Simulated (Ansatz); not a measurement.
# ZrTeSe monolayer, Janus: phonons and vibrational spectra, part 2 of 2

Task: relax ZrTeSe monolayer, Janus, then find its harmonic phonons.

Ansatz 0.2.0; DFT PBEsol, scalar-relativistic, plane waves, PAW.

So far. Step 4 (Relaxing to small forces for the phonons): The largest force component left is 0.33 meV/Å, within the tolerances set.

### 5. Linear response at the zone centre

The zone centre comes first: it holds the modes that light can see, as far as symmetry allows. No field response is asked, since the mesh shows no gap.

input.yaml reads:

```yaml
crystal:
  lattice:
    - [3.8085566949, 0.0, 0.0]
    - [-1.9042783474, 3.2983068495, 0.0]
    - [0.0, 0.0, 30.0]
  atoms:
    - { symbol: Zr, position: [0.0, 0.0, 0.3366972933] }
    - { symbol: Se, position: [0.3333333333, 0.6666666667, 0.3863271965] }
    - { symbol: Te, position: [0.6666666667, 0.3333333333, 0.273642177] }
  periodic: [true, true, false]
kpoints:
  mp_grid: { grid: [12, 12, 1] }
hamiltonian:
  xc: pbesol
scf:
  occupations: { method: methfessel_paxton, width: 0.15 }
output:
  eigenvalues: true
phonons:
  method: dfpt
```

Run with:

```sh
$ ansatz run input.yaml --threads 8 --pin off --max-ram 14336MiB --backend cpu --events-out ev --progress --plain --runs-dir out
```

Numbers of over 12 decimals in the logs are rounded to 6 here.

Log:

```text
[...]
Crystal: 3 atoms, lattice volume = 376.854 Å³
Basis set: ecut = 420 eV, 7349 PW (Γ), exchange–correlation on 54×54×432 points (8 copies of the dense FFT grid, shifted against one another)
Bands: 27, of which v1, the nominal top of the filled ones, is band 22 counted from 1 (21 counted from 0)
Symmetry: 6 space group operations
k-points: 43 of 144 (irreducible under 2 space group operations, time reversal used)
[...]
SCF iter   1: F=—  HF=-16457.615254 eV  |F-HF|=—  |Δ(HF+E_count)|=         —  Δρ=1.87e-3  dr2=1.08e-1  ethr=1.77e-3  ⟨swp⟩=11.1  Hψ=7162  notcnv=0
[...]
SCF iter  11: F=-16457.606359 eV  HF=-16457.606359 eV  |F-HF|=2.91e-11  |Δ(HF+E_count)|=  5.60e-10  S|Δr|=    0.00e0  Δρ=1.56e-8  dr2=1.37e-12  ethr=1.00e-12  ⟨swp⟩=15.3  Hψ=7933  notcnv=0
SCF 1 converged in 11 iterations: F = -16457.606359 eV  dr2 = 1.37e-12
[...]
DFPT response loops at Γ: preconditioner auto → none (partly filled bands, converged f_vac=0.758); β = 0.50; Broyden in place of MSR1
SCF converged after 11 iterations
[...]
Free energy (F): -16457.606359 eV
[...]
Internal energy: -16457.603043 eV  (E = F + TS)
E sigma→0 (E₀):  -16457.605530 eV
Entropy (-TS):   -0.003316 eV (-1.105 meV/atom)
Fermi energy:    -4.945669 eV
[...]
--- Band table (eV; the first three rows and the last of 43) ---
  k-point 0: bands = [... 18 lower, -7.6725, -6.6452, -4.5466, -4.5466, -4.2109, -4.2109, -3.7938, -1.0421, ... 1 higher]
  k-point 1: bands = [... 18 lower, -7.6492, -6.4449, -5.3279, -4.9660, -4.1135, -3.7797, -3.5295, -1.3522, ... 1 higher]
  k-point 2: bands = [... 18 lower, -7.6014, -6.5827, -6.0960, -5.4149, -4.2831, -3.3157, -3.2359, -1.7878, ... 1 higher]
  k-point 42: bands = [... 18 lower, -8.0616, -7.6722, -7.3697, -6.7460, -3.8057, -3.3208, -2.4962, -1.6714, ... 1 higher]
--- Phonons (Γ-DFPT): 6 representative perturbations + reference, on 43 of 144 k-points (Σ response iterations 28) ---
  k mesh reduced under 2 symmetry operations, with k and −k counted as one. Each operation leaves every solved perturbation unchanged. A smaller set is not used because it would not reduce the number of displacements times k-points to solve
  ASR residual: 5.306e-5 → 0.000e0 eV/Å²; symmetrization residual: 5.548e-5 eV/Å²
  ASR residual per site (eV/Å²): 5.31e-5 2.16e-5 3.64e-5
  Γ frequencies (cm⁻¹): 0.00 0.00 0.00 97.35 97.35 150.43 150.43 153.96 247.20
  non-analytic LO–TO correction: not included (Born effective charges unavailable; polar crystals: no LO–TO splitting at Γ)
```

It took 99 s on 8 threads of Arm Neoverse N1, shared host; peak memory 2.2 GiB.

Reading the cycles: dr2 is the Hartree energy of the density residual (eV), the measure of convergence; HF is the Harris–Foulkes estimate of the energy, which meets the free energy F at convergence.

This step gave:

* sum-rule residual before enforcement: 5.31e-5 eV/Å²
* point group: 3m
* highest optical mode at the zone centre (no LO-TO term): 247.2 cm⁻¹
* lowest optical zone-centre mode: 97.35 cm⁻¹

Patterns of degenerate modes are one choice out of their space. The modes at Γ (shares of kinetic energy by element, %):

```tsv
mode	frequency (cm⁻¹)	symmetry	Zr %	Se %	Te %
1	0.0	acoustic	31	27	43
2	0.0	acoustic	31	27	43
3	0.0	acoustic	31	27	43
4	97.3	E	31	13	56
5	97.3	E	31	13	56
6	150.4	E	39	61	1
7	150.4	E	39	61	1
8	154.0	A1	3	48	49
9	247.2	A1	66	25	9
```

Displacements in mode 4 (97.3 cm⁻¹), the largest set to 1:
```
Zr1  0.00 -0.88  0.00
Se2  0.00 -0.60  0.00
Te3  0.00  1.00  0.00
```

Displacements in mode 9 (247.2 cm⁻¹), the largest set to 1:
```
Zr1  0.00  0.00  1.00
Se2  0.00  0.00 -0.66
Te3  0.00  0.00 -0.30
```

Before it was imposed, the acoustic sum rule was missed by 5.3e-5 eV/Å². Small misses are needed for a sound result but don't prove that mesh and cutoff are converged. The lowest optical mode is real, 97.3 cm⁻¹.

### 6. The dispersion

Stability and thermal properties need the whole zone. Linear response on a 3×3×1 q mesh gives force constants as far as a supercell of that size would.

Changes to input.yaml since step 5:

```diff
@@ -20 +20,10 @@
   method: dfpt
+  qmesh: [3, 3, 1]
+  temperatures: { t_max: 1000, t_step: 50 }
+  qpath:
+    path:
+      - [0.0, 0.0, 0.0]
+      - [0.5, 0.0, 0.0]
+      - [0.33333333, 0.33333333, 0.0]
+      - [0.0, 0.0, 0.0]
+    npoints: 10
```

Log:

```text
[...]
Crystal: 3 atoms, lattice volume = 376.854 Å³
Basis set: ecut = 420 eV, 7349 PW (Γ), exchange–correlation on 54×54×432 points (8 copies of the dense FFT grid, shifted against one another)
Bands: 27, of which v1, the nominal top of the filled ones, is band 22 counted from 1 (21 counted from 0)
Symmetry: 6 space group operations
k-points: 19 of 144 (time reversal used)
[...]
SCF iter   1: F=—  HF=-16457.615141 eV  |F-HF|=—  |Δ(HF+E_count)|=         —  Δρ=1.88e-3  dr2=1.08e-1  ethr=1.77e-3  ⟨swp⟩=11.0  Hψ=3138  notcnv=0
[...]
SCF iter  11: F=-16457.606359 eV  HF=-16457.606359 eV  |F-HF|=5.46e-11  |Δ(HF+E_count)|=  5.53e-10  S|Δr|=    0.00e0  Δρ=1.45e-8  dr2=1.20e-12  ethr=1.00e-12  ⟨swp⟩=15.4  Hψ=3459  notcnv=0
SCF 1 converged in 11 iterations: F = -16457.606359 eV  dr2 = 1.20e-12
[...]
phonons: the bands overlap, so this run is a metal and interpolates without the dipole-dipole term. If the crystal is really an insulator or semiconductor, its LO-TO splitting is missing
NSCF: frozen V_eff on 19 k-points
[...]
DFPT response loops at q = (0, 0, 0) (fractional): preconditioner auto → none (partly filled bands, converged f_vac=0.758); β = 0.50; Broyden in place of MSR1
[...]
SCF converged after 11 iterations
[...]
Free energy (F): -16457.606359 eV
[...]
Internal energy: -16457.603043 eV  (E = F + TS)
E sigma→0 (E₀):  -16457.605530 eV
Entropy (-TS):   -0.003316 eV (-1.105 meV/atom)
Fermi energy:    -4.945669 eV
[...]
--- Band table (eV; the first three rows and the last of 19) ---
  k-point 0: bands = [... 18 lower, -7.6725, -6.6452, -4.5466, -4.5466, -4.2109, -4.2109, -3.7938, -1.0421, ... 1 higher]
  k-point 1: bands = [... 18 lower, -7.6492, -6.4449, -5.3280, -4.9660, -4.1135, -3.7797, -3.5295, -1.3522, ... 1 higher]
  k-point 2: bands = [... 18 lower, -7.6014, -6.5827, -6.0960, -5.4149, -4.2831, -3.3157, -3.2359, -1.7878, ... 1 higher]
  k-point 18: bands = [... 18 lower, -8.6311, -7.5075, -7.4698, -7.1723, -3.3728, -3.1383, -3.0564, -1.2967, ... 1 higher]
--- Phonons (Γ-DFPT): 6 representative perturbations + reference (Σ response iterations 28) ---
  ASR residual: 8.375e-5 → 0.000e0 eV/Å²; symmetrization residual: 4.575e-5 eV/Å²
  ASR residual per site (eV/Å²): 6.40e-5 3.92e-5 8.37e-5
  Γ frequencies (cm⁻¹): 0.00 0.00 0.00 97.34 97.34 150.43 150.43 153.96 247.20
--- Phonons (arbitrary-q DFPT): 3 irreducible q on the 3×3×1 mesh ---
  q = [0.0000, 0.0000, 0.0000] (star 1, of the zone-centre solve; hermiticity 6.62e-6, symmetrization 6.82e-11): -0.00 -0.00 0.00 97.34 97.34 150.43 150.43 153.96 247.20
  q = [0.0000, 0.3333, 0.0000] (star 6, 9 solved perturbations on 78 of 144 k-point pairs; hermiticity 1.26e-5, symmetrization 1.86e-9): 47.98 68.29 89.72 101.40 134.59 146.37 155.43 191.30 230.01
  q = [0.3333, 0.3333, 0.0000] (star 2, 6 solved perturbations in 327 linear systems a pass and spin channel, the states on 78 of 144 k-point pairs; hermiticity 2.98e-6, symmetrization 1.82e-7): 63.38 98.80 107.87 127.99 136.99 147.76 183.68 199.43 219.10
  sum rule: each row above includes the acoustic sum rule's correction from the zone centre's row sums; it moved no ω² by more than (0.44 cm⁻¹)²
  mesh force constants: q→R imaginary residual 0.00e0; ASR residual 8.375e-5 → 0.000e0 eV/Å²; symmetrization residual 7.105e-15 eV/Å²
  interpolated dispersion: 31 rows × 9 modes
  density of states and harmonic sums: on the 21×21×1 q-mesh, interpolated from the force constants of a 3×3×1 supercell (no non-analytic term)
  largest difference from the sums on the solved wave vectors: F 9.89e-2 eV, S 1.25e-4 and C_V 2.58e-5 eV/K
  zero-point energy: 0.072309 eV/cell   skipped modes (ω ≤ 0): 5, of them read as no rigid motion or as one in doubt: 2 (2.721e-2 modes/cell left out, lowest -5.23 cm⁻¹)   left out of the sums: 3.78e-3 of the cell's modes: C_V's classical limit lies that fraction below 3 k_B per atom; for a crystal, a wire or a layer, F and S can be off by more, and a phonons.interpolated_qmesh denser along its periods is the remedy for the sampling
```

Elapsed: 6.7 min, on 8 threads; peak memory 2.8 GiB; 52 min of CPU time.

Numbers from this step:

```yaml
sum_rule_residual_before_enforcement: 8.37e-5 eV/Å²
lowest_frequency_on_the_path: -5.204 cm⁻¹
highest_frequency_on_the_path_or_at_a_solved_wavevector: 247.2 cm⁻¹
lowest_optical_zone_centre_mode: 97.34 cm⁻¹
lowest_mode_on_the_q_mesh_acoustic_modes_at_gamma_apart: 47.98 cm⁻¹
```

Frequencies (cm⁻¹) solved at each irreducible wavevector; negative means imaginary. Frequencies by wavevector, by row:

```tsv
q in reciprocal lattice units	star	mode 1	mode 2	mode 3	mode 4	mode 5	mode 6	mode 7	mode 8	mode 9
0 0 0	1	0	0	0	97.3	97.3	150.4	150.4	154	247.2
0 0.3333 0	6	48	68.3	89.7	101.4	134.6	146.4	155.4	191.3	230
0.3333 0.3333 0	2	63.4	98.8	107.9	128	137	147.8	183.7	199.4	219.1
```

Interpolated from a 3×3×1 q mesh. The phonon branches at the labelled points (cm⁻¹):

```tsv
point	branch 1	branch 2	branch 3	branch 4	branch 5	branch 6	branch 7	branch 8	branch 9
Γ	0	0	0	97	97	150	150	154	247
halfway	34	51	80	91	126	147	153	192	225
M	62	81	94	115	141	145	157	186	242
halfway	62	90	109	118	137	152	170	186	234
K	63	99	108	128	137	148	184	199	219
halfway	40	55	90	101	129	147	159	195	220
Γ	0	0	0	97	97	150	150	154	247
```

The phonon branches as a text plot (rows in cm⁻¹):

```
    242 |*****          ***********                        ******
    231 |     ****  ****           ***                   **
    221 |         **                  *******************
    210 |
    200 |                               ***         **
    189 |       ************************   *********  ***
    179 |     **                    ***********          **
    168 |   **                    **           *****       **
    158 |***      ****************                  *****    ****
    147 |********************************************************
    137 |             ******************************
    126 |         ****               **********     *****
    116 |     ****      *************          *****     **
    105 |   **        **        ******************  **     *****
     95 |***********************   **********     ***************
     84 |         **      *********          *****
     74 |             ****                            ***
     63 |       **  **    *********************   **
     53 |         **  ****                     *******   **
     42 |     ****  **                              *****
     32 |   ****  **                                  *******
     21 |   **  **                                       *******
     11 | **  **                                           *****
      0 |*****                                               ****
         Γ                   M           K                      Γ
```

The phonon density of states has structure finer than the step of the table below, so its rows give means over 10 cm⁻¹, whole bins alone (the curve runs from -5 to 247 cm⁻¹). Peaks (cm⁻¹: height): 61.0: 0.107, 95.0: 0.125, 109.0: 0.0818, 137.0: 0.159, 147.0: 0.230, 157.0: 0.0849, 187.0: 0.114.

Tetrahedra on a 21×21×1 mesh, mean over bins of 2 cm-1. Interpolated from a 3×3×1 q mesh. Phonon density of states against wavenumber; means over each step:

wavenumber (cm⁻¹), phonon density of states (1/cm⁻¹/cell) and a bar:
```
        0      0.004 #
       10      0.007 ##
       20      0.012 ###
       30      0.017 ####
       40      0.022 #####
       50      0.032 ########
       60      0.058 ##############
       70      0.019 ####
       80      0.033 ########
       90      0.060 ##############
      100      0.059 ##############
      110      0.054 #############
      120      0.040 ##########
      130      0.031 #######
      140      0.054 #############
      150      0.125 ##############################
      160      0.047 ###########
      170      0.020 #####
      180      0.026 ######
      190      0.075 ##################
      200      0.004 #
      210      0.000 
      220      0.027 #######
      230      0.046 ###########
      240      0.025 ######
```

The partial phonon density of states has structure finer than the step of the table below, so its rows give means over 10 cm⁻¹, whole bins alone (the curve runs from -15 to 265 cm⁻¹). Peaks (cm⁻¹: height): Se 136.3: 0.0511, 148.6: 0.0919, 187.2: 0.0488, 225.9: 0.0166; Te 60.6: 0.0321, 81.7: 0.0299, 94.1: 0.0503, 108.1: 0.0326, 136.3: 0.0331, 148.6: 0.0472; Zr 60.6: 0.0295, 94.1: 0.0371, 148.6: 0.0398, 187.2: 0.0387, 225.9: 0.0410.

Phonopy on the run's constants, 17x17x1 mesh, Gaussian sigma 2.0 cm-1. Interpolated from a 3×3×1 q mesh. Partial phonon density of states against wavenumber; means over each step; values in 1/cm⁻¹/cell:

```tsv
wavenumber (cm⁻¹)	Se	Te	Zr
-10	2.9e-4	4.3e-4	3.3e-4
0	8.7e-4	0.00136	0.00100
10	0.00186	0.00305	0.00219
20	0.00326	0.00561	0.00398
30	0.00423	0.00755	0.00552
40	0.00496	0.00933	0.00719
50	0.00713	0.0145	0.0117
60	0.00977	0.0235	0.0209
70	0.00430	0.0107	0.00703
80	0.00501	0.0209	0.00608
90	0.00797	0.0324	0.0205
100	0.00858	0.0309	0.0202
110	0.0108	0.0297	0.0122
120	0.0141	0.0166	0.00836
130	0.0173	0.0145	0.00468
140	0.0338	0.0180	0.00544
150	0.0602	0.0334	0.0244
160	0.0198	0.0161	0.0101
170	0.0100	0.00281	0.00767
180	0.0159	0.00121	0.0113
190	0.0312	0.00325	0.0335
200	0.00265	7.0e-4	0.00552
210	1.8e-5	7.0e-7	3.3e-5
220	0.00840	7.3e-4	0.0187
230	0.0118	0.00162	0.0317
240	0.00546	0.00112	0.0186
250	4.8e-4	1.5e-4	0.00132
```

Symmetry leaves 3 wavevectors to solve. The lowest mode among them, the acoustic zeros apart, lies at q = (0, 0.333, 0) and is real, 48.0 cm⁻¹. Between them the interpolated path dips to 5i cm⁻¹.

### 7. Another isotope, element Se, natural mass 78.971 amu

An isotope changes the mass and not the force constants, so no new electronic calculation is needed; the shifts show which modes move this element.

The same force constants with the mass of Se changed from 78.971 to 81.917 u (phonopy, no LO-TO term). Both lists are sorted by frequency; levels can cross, so a row need not hold one and the same mode. Modes under 3 cm⁻¹ are left out. Isotope shifts, by row:

```tsv
q	rank	natural mass (cm⁻¹)	changed mass (cm⁻¹)
0 0 0	4	97.34	97.11
0 0 0	5	97.34	97.11
0 0 0	6	150.4	148.8
0 0 0	7	150.4	148.8
0 0 0	8	154	152.6
0 0 0	9	247.2	246.1
0 0.3333 0	1	47.98	47.78
0 0.3333 0	2	68.29	68.07
0 0.3333 0	3	89.72	89.56
0 0.3333 0	4	101.4	101
0 0.3333 0	5	134.6	133.5
0 0.3333 0	6	146.4	144.4
0 0.3333 0	7	155.4	154.2
0 0.3333 0	8	191.3	189.9
0 0.3333 0	9	230	228.9
0.3333 0.3333 0	1	63.38	63.2
0.3333 0.3333 0	2	98.8	98.56
0.3333 0.3333 0	3	107.9	107.5
0.3333 0.3333 0	4	128	126.6
0.3333 0.3333 0	5	137	135.5
0.3333 0.3333 0	6	147.8	147.3
0.3333 0.3333 0	7	183.7	181.5
0.3333 0.3333 0	8	199.4	198.7
0.3333 0.3333 0	9	219.1	218
```

A mode of this element alone would shift by -1.81 %. The highest zone-centre frequency without the field goes from 247.2 to 246.1 cm⁻¹ (-0.4 %). The product of the frequency ratios over all optical modes at Γ is 0.961; the product rule, (m/m′)^(3k/2) (M′/M)^(3/2) with k = 1 such atoms and M the mass of the cell, gives 0.961.

### 8. Isotope substitution, element Te, natural mass 127.6 amu

The same for Te, from 127.60 to 129.91 u.

A mode of this element alone would shift by -0.89 %. The highest zone-centre frequency without the field goes from 247.2 to 247.0 cm⁻¹ (-0.1 %). The product of the frequency ratios over all optical modes at Γ is 0.985; the product rule, (m/m′)^(3k/2) (M′/M)^(3/2) with k = 1 such atoms and M the mass of the cell, gives 0.985.

### 9. Isotope substitution, element Zr, natural mass 91.222 amu

The same for Zr, from 91.22 to 95.91 u.

A mode of this element alone would shift by -2.47 %. The highest zone-centre frequency without the field goes from 247.2 to 243.2 cm⁻¹ (-1.6 %). The product of the frequency ratios over all optical modes at Γ is 0.950; the product rule, (m/m′)^(3k/2) (M′/M)^(3/2) with k = 1 such atoms and M the mass of the cell, gives 0.950.

### 10. Results

```json
{
  "space group after relaxation (within 0.01 Å)": "P3m1",
  "area per atom": "4.19 Å²",
  "electronic character": "no gap on this mesh",
  "highest optical mode at the zone centre (no LO-TO term)": "247 cm⁻¹",
  "lowest optical zone-centre mode": "97.3 cm⁻¹",
  "lowest mode on the q mesh (acoustic modes at Γ apart)": "48.0 cm⁻¹",
  "highest frequency on the path or at a solved wavevector": "247 cm⁻¹",
  "imaginary modes on the 3×3×1 q mesh": "none"
}
```

In words: No mode is imaginary at the 3 irreducible wavevectors solved, but between them the interpolated path dips to 5.2i cm⁻¹, so stability is not settled. The optical modes at Γ span 97 to 247 cm⁻¹. The highest mode in this list at Γ, 247.2 cm⁻¹, has its largest share on Zr (66 % of the kinetic energy). With no gap, or one that is small against the smearing, the frequencies hang on the k mesh and the smearing, most of all near Kohn anomalies. In a sheet or slab the interpolated bending branch near Γ is rough, since the rotational sum rule isn't imposed. A semilocal functional can close a gap that the real compound would have, so the metallic treatment may be an artefact of the level. Spin-orbit coupling is left out, which can matter for the heavy elements here. The starting cell was built on a prototype and not taken from a measurement. These are harmonic frequencies at zero temperature: anharmonic shifts, linewidths and thermal expansion are left out.

[Logs are printed without paths, hosts, clocks, repeated set-up lines and the standing remarks that a program may print on its own settings, such as how far it seeks lower states.]

[Hosts, paths, dates, database ids (printed as entryN), source tags and the programs' standing remarks are cut or masked in the printed files.]
